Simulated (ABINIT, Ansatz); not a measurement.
# MgZrF6 (Fm-3m): one start, several treatments of the self-energy

Wanted: the gap of MgZrF6 (Fm-3m) under several approximations, with cost.

Calculated with ABINIT 10.8.3; LDA and many-body steps on it, plane waves.

## 1. Set-up

It takes space group Fm-3m (No. 225, cubic). The conventional cell has a = 7.976 Å, b = 7.976 Å, c = 7.976 Å, α = 90.00°, β = 90.00°, γ = 90.00°. Nearest to Mg lie 6 F at 1.98 Å. Nearest to Zr lie 6 F at 2.01 Å. Nearest to F lie 1 Mg at 1.98 Å and 1 Zr at 2.01 Å. Farther neighbours and most contacts between anions are not listed.

The cell and positions are those that the Materials Project relaxed with its own functionals (PBE, PBE+U or r2SCAN), kept fixed.

## 2. Empty states on the mesh, 2×2×2 mesh, 260 bands

This step: ABINIT 10.8.3; DFT, LDA, plane waves, norm-conserving pseudopotentials.

The sums over transitions need many empty states on a uniform mesh; this step solves for them.

File run.abi:

```
acell 3*1.0 Angstrom
rprim 
  0.000000000000 3.988016550000 3.988016550000
  3.988016550000 0.000000000000 3.988016550000
  3.988016550000 3.988016550000 -0.000000000000
ntypat 3
znucl 12 40 9
natom 8
typat 1 2 3 3 3 3 3 3
xred 
  0.500000000000 0.500000000000 0.500000000000
  0.000000000000 0.000000000000 0.000000000000
  0.747623080000 0.252376920000 0.252376920000
  0.252376920000 0.747623080000 0.747623080000
  0.252376920000 0.747623080000 0.252376920000
  0.747623080000 0.252376920000 0.747623080000
  0.252376920000 0.252376920000 0.747623080000
  0.747623080000 0.747623080000 0.252376920000
pp_dirpath "pseudos"
pseudos "Mg.upf, Zr.upf, F.upf"
ecut 38
ngkpt 2 2 2
nshiftk 1
shiftk 0 0 0
kptopt 1
chksymbreak 0
iscf -2
irdden 1
istwfk *1
nband 260
nbdbuf 22
tolwfr 1e-09
nstep 60
prtvol 0
indata_prefix "in"
outdata_prefix "out"
tmpdata_prefix "tmp"
```

Run with:

```sh
OMP_NUM_THREADS=1 mpirun -n 4 abinit run.abi > log
```

Numbers of over 12 decimals in the logs are rounded to 6 here.

What it wrote:

```text
.Version 10.8.3 of ABINIT. v10.8.2 released Aug 2026.

 Symmetries : space group Fm -3 m (#225); Bravais cF (face-center cubic)
[... echo of the input left out ...]
== DATASET  1 ==================================================================
-   mpi_nproc: 4, omp_nthreads: 1 (-1 if OMP is not activated)
-    --> not optimal distribution: autoparal keyword recommended in input file <--

--- !DatasetInfo
iteration_state: {dtset: 1, }
dimensions: {natom: 8, nkpt: 3, mband: 260, nsppol: 1, nspinor: 1, nspden: 1, mpw: 9608, }
cutoff_energies: {ecut:  38.0, pawecutdg:  -1.0, }
[...]
2.87466    2.92131    2.92131    2.92131    2.92722    2.95309    2.95309    2.95314
   2.96211    2.96215    2.96456    2.96458    2.96463    2.96646    2.96647    2.96664
   2.99227    2.99524    3.00177    3.00371
 prteigrs : prtvol=0 or 1, do not print more k-points.

== END DATASET(S) ==============================================================
================================================================================

 -outvars: echo values of variables after computation  --------
            nband         260
             nkpt           3
          spgroup         225
 [... the other variables as echoed above ...]

 Calculation completed.
```

Elapsed: 2.3 min, on 4 MPI ranks of Arm Neoverse V1, shared host; peak memory 0.48 GiB.

Numbers from this step:

- gap: 6.824 eV
- k of the valence top: 0, 0, 0
- k of the conduction bottom: 0, 0, 0
- least direct gap: 6.824 eV
- k points computed: 3
- lowest point of the top converged band, above the valence top: 79.3111 eV

On this mesh the gap is 6.824 eV.

The density comes from a self-consistent run that is not shown.

## 3. Screening, 2×2×2 mesh, 116 bands, screening to 114.3 eV

The RPA dielectric matrix is built and inverted for each q.

This step: RPA screening on LDA, plane waves, norm-conserving pseudopotentials.

Edit run.abi of step 2 so:

```diff
@@ -26,10 +26,11 @@
 chksymbreak 0
-iscf -2
-irdden 1
 istwfk *1
-nband 260
-nbdbuf 22
-tolwfr 1e-09
-nstep 60
-prtvol 0
+occopt 1
+irdwfk 1
+optdriver 3
+nband 116
+ecuteps 4.2
+inclvkb 2
+awtr 1
+symchi 1
 indata_prefix "in"
```

What it wrote:

```text
.Version 10.8.3 of ABINIT. v10.8.2 released Aug 2026.

 Symmetries : space group Fm -3 m (#225); Bravais cF (face-center cubic)
[... echo of the input left out ...]
== DATASET  1 ==================================================================
-   mpi_nproc: 4, omp_nthreads: 1 (-1 if OMP is not activated)

--- !DatasetInfo
iteration_state: {dtset: 1, }
dimensions: {natom: 8, nkpt: 3, mband: 116, nsppol: 1, nspinor: 1, nspden: 1, mpw: 9608, }
cutoff_energies: {ecut:  38.0, pawecutdg:  -1.0, }
electrons: {nelect:   6.40000000E+01, charge:   0.00000000E+00, occopt:   1.00000000E+00, tsmear:   1.00000000E-02, }

 SCREENING: Calculation of the susceptibility and dielectric matrices

 Based on a program developped by R.W. Godby, V. Olevano, G. Onida, and L. Reining.
 Incorporated in ABINIT by V. Olevano, G.-M. Rignanese, and M. Torrent.
.Using double precision arithmetic ; gwpc =  8

[... cell and pseudopotentials left out ...]
--------------------------------------------------------------------------------

 ==== K-mesh for the wavefunctions ====
 Number of points in the irreducible wedge :     3
[... list of points left out ...]
 Together with 48 symmetry operations and time-reversal symmetry
 yields     8 points in the full Brillouin Zone.

 ==== Q-mesh for the screening function ====
 Number of points in the irreducible wedge :     3
[... list of points left out ...]
 Together with 48 symmetry operations and time-reversal symmetry
 yields     8 points in the full Brillouin Zone.

 setmesh: FFT mesh size selected  =    40x   40x   40
          total number of points  =        64000

 vcoul_init : cutoff-mode = AUXILIARY_FUNCTION
 q-points for optical limit:   1
     1)      0.000010    0.000020    0.000030

- screening: taking advantage of time-reversal symmetry
- Maximum band index for partially occupied states nbvw = 32
- Remaining bands to be divided among processors   nbcw = 84
- Number of bands treated by each node ~21

 Number of electrons calculated from density =   64.0000; Expected =   64.0000
 average of density, n =  0.074762
 r_s =    1.4726
 omega_plasma =   26.3753 [eV]

 calculating chi0 at frequencies [eV] :
  1    0.000000E+00    0.000000E+00
  2    0.000000E+00    2.637527E+01

--------------------------------------------------------------------------------
  q-point number  1        q = ( 0.000000, 0.000000, 0.000000) [r.l.u.]
--------------------------------------------------------------------------------
[... chi0 elements left out ...]
 For q-point:  0.000010 0.000020 0.000030
  dielectric constant =   1.9954
  dielectric constant without local fields =   2.2021

  Average fulfillment of the sum rule on Im[epsilon] for q-point    1 :     37.74  [%]
[... wings left out ...]
  q-point number  2        q = ( 0.500000, 0.000000, 0.000000) [r.l.u.]
--------------------------------------------------------------------------------
[... chi0 elements left out ...]
  Average fulfillment of the sum rule on Im[epsilon] for q-point    2 :     43.44  [%]

 [... 1 further q-points ...]
```

Wall time 27 s (4 MPI ranks); peak memory 1.5 GiB; 1.8 min of CPU time.

Numbers from this step:

```yaml
eps_infinity_with_local_fields_on_this_mesh_along_the_program_s_q_direction: 1.995
the_same_without_local_fields: 2.202
plasma_frequency: 26.38 eV
plane_waves_in_the_screening_matrix: 339
```

Local fields lower ε∞ by 9 %. On a Γ-centred mesh this coarse the value itself is usually too large, while a short band sum pulls it down.

## 4. G0W0, Godby-Needs plasmon pole

The self-energy is evaluated for the states that the input lists, and the levels follow from it, in one-shot runs by the linearised quasiparticle equation.

This step: G0W0 on LDA, plane waves, norm-conserving pseudopotentials.

Edit run.abi of step 3 so:

```diff
@@ -29,8 +29,15 @@
 irdwfk 1
-optdriver 3
+optdriver 4
 nband 116
+gwcalctyp 0
+ecutsigx 38
+symsigma 1
+nkptgw 1
+kptgw 
+  0.0000000000 0.0000000000 0.0000000000
+bdgw 
+  30 35
 ecuteps 4.2
-inclvkb 2
-awtr 1
-symchi 1
+irdscr 1
+ppmodel 1
 indata_prefix "in"
```

What it wrote:

```text
.Version 10.8.3 of ABINIT. v10.8.2 released Aug 2026.

 Symmetries : space group Fm -3 m (#225); Bravais cF (face-center cubic)
[... echo of the input left out ...]
== DATASET  1 ==================================================================
-   mpi_nproc: 4, omp_nthreads: 1 (-1 if OMP is not activated)

--- !DatasetInfo
iteration_state: {dtset: 1, }
dimensions: {natom: 8, nkpt: 3, mband: 116, nsppol: 1, nspinor: 1, nspden: 1, mpw: 9608, }
cutoff_energies: {ecut:  38.0, pawecutdg:  -1.0, }
electrons: {nelect:   6.40000000E+01, charge:   0.00000000E+00, occopt:   1.00000000E+00, tsmear:   1.00000000E-02, }

 SIGMA: Calculation of the GW corrections

 Based on a program developped by R.W. Godby, V. Olevano, G. Onida, and L. Reining.
 Incorporated in ABINIT by V. Olevano, G.-M. Rignanese, and M. Torrent.
.Using double precision arithmetic ; gwpc =  8

[... cell and pseudopotentials left out ...]
--------------------------------------------------------------------------------

 ==== K-mesh for the wavefunctions ====
 Number of points in the irreducible wedge :     3
[... list of points left out ...]
 Together with 48 symmetry operations and time-reversal symmetry
 yields     8 points in the full Brillouin Zone.

 ==== Q-mesh for screening function ====
 Number of points in the irreducible wedge :     3
[... list of points left out ...]
 Together with 48 symmetry operations and time-reversal symmetry
 yields     8 points in the full Brillouin Zone.

 vcoul_init : cutoff-mode = AUXILIARY_FUNCTION
 q-points for optical limit:   1
     1)      0.000010    0.000020    0.000030
 setmesh: FFT mesh size selected  =    60x   60x   60
          total number of points  =       216000

 Number of electrons calculated from density =   64.0000; Expected =   64.0000
 average of density, n =  0.074762
 r_s =    1.4726
 omega_plasma =   26.3753 [eV]

 === KS Band Gaps ===
  >>>> For spin  1
   Minimum direct gap =   6.8236 [eV], located at k-point      :   0.0000  0.0000  0.0000
   Fundamental gap    =   6.8236 [eV], Top of valence bands at :   0.0000  0.0000  0.0000
                                       Bottom of conduction at :   0.0000  0.0000  0.0000
 SIGMA fundamental parameters:
 PLASMON POLE MODEL  1
 number of plane-waves for SigmaX                 9577
 number of plane-waves for SigmaC and W            339
 number of plane-waves for wavefunctions          9577
 number of bands                                   116
 number of independent spin polarizations            1
 number of spinorial components                      1
 number of k-points in IBZ                           3
 number of q-points in IBZ                           3
 number of symmetry operations                      48
 number of k-points in BZ                            8
 number of q-points in BZ                            8
 number of frequencies for dSigma/dE                 9
 frequency step for dSigma/dE [eV]                0.25
 number of omega for Sigma on real axis              0
 max omega for Sigma on real axis  [eV]           0.00
 zcut for avoiding poles [eV]                     0.10

 EPSILON^-1 parameters (SCR file):
 dimension of the eps^-1 matrix on file            339
 dimension of the eps^-1 matrix used               339
 number of plane-waves for wavefunctions          9577
 number of bands                                   116
 number of q-points in IBZ                           3
 number of frequencies                               2
 number of real frequencies                          1
 number of imag frequencies                          1

 matrix elements of self-energy operator (all in [eV])

 Perturbative Calculation

--- !SelfEnergy_ee
iteration_state: {dtset: 1, }
kpoint     : [   0.000,    0.000,    0.000, ]
spin       : 1
KS_gap     :    6.824
QP_gap     :   11.915
Delta_QP_KS:    5.091
data: !SigmaeeData |
     Band     E0 <VxcDFT>   SigX SigC(E0)      Z dSigC/dE  Sig(E)    E-E0       E
       30  -2.402 -22.743 -30.118   5.174   0.807  -0.239 -24.519  -1.776  -4.178
       31  -2.402 -22.743 -30.118   5.174   0.807  -0.239 -24.519  -1.776  -4.178
       32  -2.402 -22.743 -30.118   5.174   0.807  -0.239 -24.519  -1.776  -4.178
       33   4.421 -16.374  -9.744  -2.766   0.858  -0.166 -13.059   3.315   7.737
       34   4.421 -16.374  -9.744  -2.766   0.858  -0.166 -13.059   3.315   7.737
       35   4.421 -16.374  -9.744  -2.766   0.858  -0.166 -13.059   3.315   7.737

== END DATASET(S) ==============================================================
================================================================================

 -outvars: echo values of variables after computation  --------
           etotal      0.0000000000E+00
            nband         116
             nkpt           3
          spgroup         225
 [... the other variables as echoed above ...]

 Calculation completed.
```

It took 7.2 s on 4 MPI ranks; peak memory 1.1 GiB; 28 s of CPU time.

Numbers from this step:

* G0W0 gap on the points computed: 11.91 eV
* starting gap on the mesh: 6.824 eV
* k of the valence top: 0, 0, 0
* k of the conduction bottom: 0, 0, 0
* Z at the valence top: 0.807
* Z at the conduction bottom: 0.858
* least direct G0W0 gap on the computed points: 11.91 eV

The gap on the mesh goes from 6.82 eV to 11.91 eV, a correction of +5.09 eV.

## 5. G0W0, Engel-Farid plasmon pole

Edit run.abi of step 4 so:

```diff
@@ -41,3 +41,3 @@
 irdscr 1
-ppmodel 1
+ppmodel 4
 indata_prefix "in"
```

What it wrote:

```text
.Version 10.8.3 of ABINIT. v10.8.2 released Aug 2026.

 Symmetries : space group Fm -3 m (#225); Bravais cF (face-center cubic)
[... echo of the input left out ...]
== DATASET  1 ==================================================================
-   mpi_nproc: 4, omp_nthreads: 1 (-1 if OMP is not activated)

--- !DatasetInfo
iteration_state: {dtset: 1, }
dimensions: {natom: 8, nkpt: 3, mband: 116, nsppol: 1, nspinor: 1, nspden: 1, mpw: 9608, }
cutoff_energies: {ecut:  38.0, pawecutdg:  -1.0, }
electrons: {nelect:   6.40000000E+01, charge:   0.00000000E+00, occopt:   1.00000000E+00, tsmear:   1.00000000E-02, }

 SIGMA: Calculation of the GW corrections

 Based on a program developped by R.W. Godby, V. Olevano, G. Onida, and L. Reining.
 Incorporated in ABINIT by V. Olevano, G.-M. Rignanese, and M. Torrent.
.Using double precision arithmetic ; gwpc =  8

[... cell and pseudopotentials left out ...]
--------------------------------------------------------------------------------

 ==== K-mesh for the wavefunctions ====
 Number of points in the irreducible wedge :     3
[... list of points left out ...]
 Together with 48 symmetry operations and time-reversal symmetry
 yields     8 points in the full Brillouin Zone.

 ==== Q-mesh for screening function ====
 Number of points in the irreducible wedge :     3
[... list of points left out ...]
 Together with 48 symmetry operations and time-reversal symmetry
 yields     8 points in the full Brillouin Zone.

 vcoul_init : cutoff-mode = AUXILIARY_FUNCTION
 q-points for optical limit:   1
     1)      0.000010    0.000020    0.000030
 setmesh: FFT mesh size selected  =    60x   60x   60
          total number of points  =       216000

 Number of electrons calculated from density =   64.0000; Expected =   64.0000
[...]
number of k-points in BZ                            8
 number of q-points in BZ                            8
 number of frequencies for dSigma/dE                 9
 frequency step for dSigma/dE [eV]                0.25
 number of omega for Sigma on real axis              0
 max omega for Sigma on real axis  [eV]           0.00
 zcut for avoiding poles [eV]                     0.10

 EPSILON^-1 parameters (SCR file):
 dimension of the eps^-1 matrix on file            339
 dimension of the eps^-1 matrix used               339
 number of plane-waves for wavefunctions          9577
 number of bands                                   116
 number of q-points in IBZ                           3
 number of frequencies                               2
 number of real frequencies                          1
 number of imag frequencies                          1

 matrix elements of self-energy operator (all in [eV])

 Perturbative Calculation

--- !SelfEnergy_ee
iteration_state: {dtset: 1, }
kpoint     : [   0.000,    0.000,    0.000, ]
spin       : 1
KS_gap     :    6.824
QP_gap     :   12.066
Delta_QP_KS:    5.243
data: !SigmaeeData |
     Band     E0 <VxcDFT>   SigX SigC(E0)      Z dSigC/dE  Sig(E)    E-E0       E
       30  -2.402 -22.743 -30.118   5.186   0.833  -0.201 -24.566  -1.823  -4.226
       31  -2.402 -22.743 -30.118   5.186   0.833  -0.201 -24.566  -1.823  -4.226
       32  -2.402 -22.743 -30.118   5.186   0.833  -0.201 -24.566  -1.823  -4.226
       33   4.421 -16.374  -9.744  -2.746   0.880  -0.136 -12.955   3.419   7.841
       34   4.421 -16.374  -9.744  -2.746   0.880  -0.136 -12.955   3.419   7.841
       35   4.421 -16.374  -9.744  -2.746   0.880  -0.136 -12.955   3.419   7.841

== END DATASET(S) ==============================================================
================================================================================

 -outvars: echo values of variables after computation  --------
           etotal      0.0000000000E+00
            nband         116
             nkpt           3
          spgroup         225
 [... the other variables as echoed above ...]

 Calculation completed.
```

Wall time 5.7 s (4 MPI ranks); peak memory 0.62 GiB; 22 s of CPU time.

This step gave:

```yaml
g0w0_gap_on_the_points_computed: 12.07 eV
starting_gap_on_the_mesh: 6.824 eV
k_of_the_valence_top: 0, 0, 0
k_of_the_conduction_bottom: 0, 0, 0
z_at_the_valence_top: 0.833
z_at_the_conduction_bottom: 0.88
least_direct_g0w0_gap_on_the_computed_points: 12.07 eV
```

Against G0W0 in ABINIT (2×2×2 mesh, 116 bands, screening to 114.3 eV, Godby-Needs plasmon pole), the gap moves by +0.152 eV.

## 6. G0W0, Hybertsen-Louie plasmon pole

Edit run.abi of step 5 so:

```diff
@@ -41,3 +41,3 @@
 irdscr 1
-ppmodel 4
+ppmodel 2
 indata_prefix "in"
```

What it wrote:

```text
.Version 10.8.3 of ABINIT. v10.8.2 released Aug 2026.

 Symmetries : space group Fm -3 m (#225); Bravais cF (face-center cubic)
[... echo of the input left out ...]
== DATASET  1 ==================================================================
-   mpi_nproc: 4, omp_nthreads: 1 (-1 if OMP is not activated)

--- !DatasetInfo
iteration_state: {dtset: 1, }
dimensions: {natom: 8, nkpt: 3, mband: 116, nsppol: 1, nspinor: 1, nspden: 1, mpw: 9608, }
cutoff_energies: {ecut:  38.0, pawecutdg:  -1.0, }
[...]
33   4.421 -16.374  -9.744  -2.652   0.919  -0.088 -12.717   3.657   8.078
       34   4.421 -16.374  -9.744  -2.652   0.919  -0.088 -12.717   3.657   8.078
       35   4.421 -16.374  -9.744  -2.652   0.919  -0.088 -12.717   3.657   8.078

== END DATASET(S) ==============================================================
================================================================================

 -outvars: echo values of variables after computation  --------
           etotal      0.0000000000E+00
            nband         116
             nkpt           3
          spgroup         225
 [... the other variables as echoed above ...]

 Calculation completed.
```

Wall time 7 s (4 MPI ranks); peak memory 1.1 GiB.

Numbers from this step:

```yaml
g0w0_gap_on_the_points_computed: 13.10 eV
starting_gap_on_the_mesh: 6.824 eV
k_of_the_valence_top: 0, 0, 0
k_of_the_conduction_bottom: 0, 0, 0
least_direct_g0w0_gap_on_the_computed_points: 13.10 eV
```

Against G0W0 in ABINIT (2×2×2 mesh, 116 bands, screening to 114.3 eV, Godby-Needs plasmon pole), the gap moves by +1.182 eV.

## 7. One-shot Hartree-Fock

This step: one-shot Hartree-Fock on LDA, plane waves, norm-conserving pseudopotentials.

Edit run.abi of step 6 so:

```diff
@@ -30,4 +30,4 @@
 optdriver 4
-nband 116
-gwcalctyp 0
+nband 36
+gwcalctyp 5
 ecutsigx 38
@@ -39,5 +39,4 @@
   30 35
-ecuteps 4.2
-irdscr 1
-ppmodel 2
+ixc_sigma 40
+fftgw 31
 indata_prefix "in"
```

What it wrote:

```text
.Version 10.8.3 of ABINIT. v10.8.2 released Aug 2026.

 Symmetries : space group Fm -3 m (#225); Bravais cF (face-center cubic)
[... echo of the input left out ...]
== DATASET  1 ==================================================================
-   mpi_nproc: 4, omp_nthreads: 1 (-1 if OMP is not activated)

--- !DatasetInfo
iteration_state: {dtset: 1, }
dimensions: {natom: 8, nkpt: 3, mband: 36, nsppol: 1, nspinor: 1, nspden: 1, mpw: 9608, }
cutoff_energies: {ecut:  38.0, pawecutdg:  -1.0, }
[...]
33   4.421 -16.374  -9.744   0.000   1.000   0.000  -9.744   6.630  11.052
       34   4.421 -16.374  -9.744   0.000   1.000   0.000  -9.744   6.630  11.052
       35   4.421 -16.374  -9.744   0.000   1.000   0.000  -9.744   6.630  11.052

== END DATASET(S) ==============================================================
================================================================================

 -outvars: echo values of variables after computation  --------
           etotal      0.0000000000E+00
            nband          36
             nkpt           3
          spgroup         225
 [... the other variables as echoed above ...]

 Calculation completed.
```

The job ended after 3.9 s (4 MPI ranks; peak memory 0.9 GiB).

This step gave:

- quasiparticle gap on the points computed: 20.83 eV
- starting gap on the mesh: 6.824 eV
- k of the valence top: 0, 0, 0
- k of the conduction bottom: 0, 0, 0
- least direct quasiparticle gap on the computed points: 20.83 eV

Against G0W0 in ABINIT (2×2×2 mesh, 116 bands, screening to 114.3 eV, Godby-Needs plasmon pole), the gap moves by +8.915 eV.

(Continued in part 2 of 2.)

[Paths, hosts, dates, memory and timing lines, banners, echoed tables and standing remarks are left out of the program output.]

[Logs are printed without paths, hosts, clocks, repeated set-up lines and the standing remarks that a program may print on its own settings, such as how far it seeks lower states.]

[Runs of the session that timed out or met a known fault of the program may be left out.]

[No measured gap is set beside runs whose start may be inverted or whose files or cutoffs have a known fault.]

[Hosts, paths, dates, database ids (printed as entryN), source tags and the programs' standing remarks are cut or masked in the printed files.]

[G0W0 gaps are taken among the corrected bands and points alone; a level outside them can change the order at an edge.]

[Where Ansatz stands beside ABINIT at settings called matched, ABINIT's density can come from a denser mesh and the files from another edition; pairs whose starting gaps differed by over 0.03 eV were left out, so agreement reads better than it is.]
